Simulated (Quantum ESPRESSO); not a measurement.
# Zn8Se5S3 (Se on 62 % of the S sites, one arrangement): which shell does photoemission see at 21.2 and 40.8 eV? (LDA)

The valence band of Zn8Se5S3 (Se on 62 % of the S sites, one arrangement) mixes several shells. Work out by hand which one leads the spectrum's area at each photon energy.

Filled states come from the projected DOS of Quantum ESPRESSO 7.5 (LDA, plane waves); cross sections σ and asymmetry parameters β are those of free atoms in a Dirac–Hartree–Slater calculation. A shell's area is states × σ × angular factor, which is 1 + β·P₂(cos θ) for linear light, with θ = 54.7° from the polarisation and P₂ = 0.001.

**At 21.2 eV** (states counted from 11.2 eV below the zero; other shells add 0.93 to the products' sum of 91):

| shell | filled states a cell | cross section (Mb an electron) | β | angular factor | product | share by hand (%) | share in the simulated spectrum (%) |
| --- | --- | --- | --- | --- | --- | --- | --- |
| Zn 3d | 79.19 | 0.394 | 0.01 | 1.00 | 31.2 | 34 | 34 |
| S 3p | 13.41 | 1.08 | 1.85 | 1.00 | 14.5 | 16 | 16 |
| Se 4p | 21.70 | 2.04 | 1.83 | 1.00 | 44.4 | 49 | 49 |

**At 40.8 eV** (states counted from 15.1 eV below the zero; other shells add 2 to the products' sum of 67.5):

| shell | filled states a cell | cross section (Mb an electron) | β | angular factor | product | share by hand (%) | share in the simulated spectrum (%) |
| --- | --- | --- | --- | --- | --- | --- | --- |
| Zn 3d | 79.75 | 0.759 | -0.10 | 1.00 | 60.5 | 90 | 90 |
| S 3p | 13.42 | 0.136 | 0.09 | 1.00 | 1.83 | 3 | 3 |
| Se 4p | 21.73 | 0.145 | 1.37 | 1.00 | 3.15 | 5 | 5 |

Se 4p leads at 21.2 eV and Zn 3d at 40.8 eV. Between the two energies σ of Se 4p changes by a factor 0.071 and that of Zn 3d by 1.9, so their ratio moves 27-fold in favour of the second. The simulated spectrum uses the same rule on the energy-resolved DOS, so the two share columns agree within a few points.

Only crystals where the two columns agree within 4 points and the lead is clear are worked in this form. Free-atom cross sections ignore the solid's final states, no escape depth or background enters, and the count of states a shell hangs on the projection.
